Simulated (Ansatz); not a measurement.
The compound is Rb2TcCl6 (started from the K2PtCl6 type) (Fm-3m).

The structure was built from a prototype and need not be the compound's stable phase.

```cif
data_structure
_symmetry_space_group_name_H-M 'P 1'
_symmetry_Int_Tables_number 1
_cell_length_a 6.6988
_cell_length_b 6.6988
_cell_length_c 6.6988
_cell_angle_alpha 60.000
_cell_angle_beta 60.000
_cell_angle_gamma 60.000
_cell_volume 212.55
loop_
_atom_site_label
_atom_site_type_symbol
_atom_site_fract_x
_atom_site_fract_y
_atom_site_fract_z
_atom_site_occupancy
Rb1 Rb 0.25000 0.25000 0.25000 1
Rb2 Rb 0.75000 0.75000 0.75000 1
Tc3 Tc 0.00000 0.00000 0.00000 1
Cl4 Cl 0.24449 0.24449 0.75551 1
Cl5 Cl 0.75551 0.75551 0.24449 1
Cl6 Cl 0.24449 0.75551 0.24449 1
Cl7 Cl 0.75551 0.24449 0.75551 1
Cl8 Cl 0.75551 0.24449 0.24449 1
Cl9 Cl 0.24449 0.75551 0.75551 1
```

The structure was relaxed with LDA. The structure type comes from a generator and need not be one that this composition takes. The structure was generated from a model, not taken from a measurement. The runs that relaxed it are not among those shown. The program's search for lower electronic states was switched off, so nothing shows that the state found is the lowest. PAW set soft_2, made with PBE.

A constrained-RPA run (Ansatz 0.2.0; non-magnetic LDA; Tc d + anion p, bands v20 to c3, 2×2×2 mesh, medium accuracy) builds 23 functions on bands 9.1 eV wide, with 39.0 electrons in the window. The bare on-site interaction is 15.0 eV and the bare J 0.56 eV.

What U and J survive the screening?

On the Tc d shell, U = 6.51 eV (43 % of the bare value), U′ = 5.63 eV, J = 0.43 eV.

The parent state is non-magnetic and the interaction static (zero frequency); U depends on the window and the orbitals, so it belongs to this model alone. A window that holds the anion p bands defines a model with explicit ligands; its U belongs to that model and is not the U of DFT+U. Coarse meshes can leave U off its limit, most where the target bands are metallic.

[Paths, hosts, dates, memory and timing lines, banners, echoed tables and standing remarks are left out of the program output.]

[Logs are printed without paths, hosts, clocks, repeated set-up lines and the standing remarks that a program may print on its own settings, such as how far it seeks lower states.]

[Runs of the session that timed out or met a known fault of the program may be left out.]

[Hosts, paths, dates, database ids (printed as entryN), source tags and the programs' standing remarks are cut or masked in the printed files.]
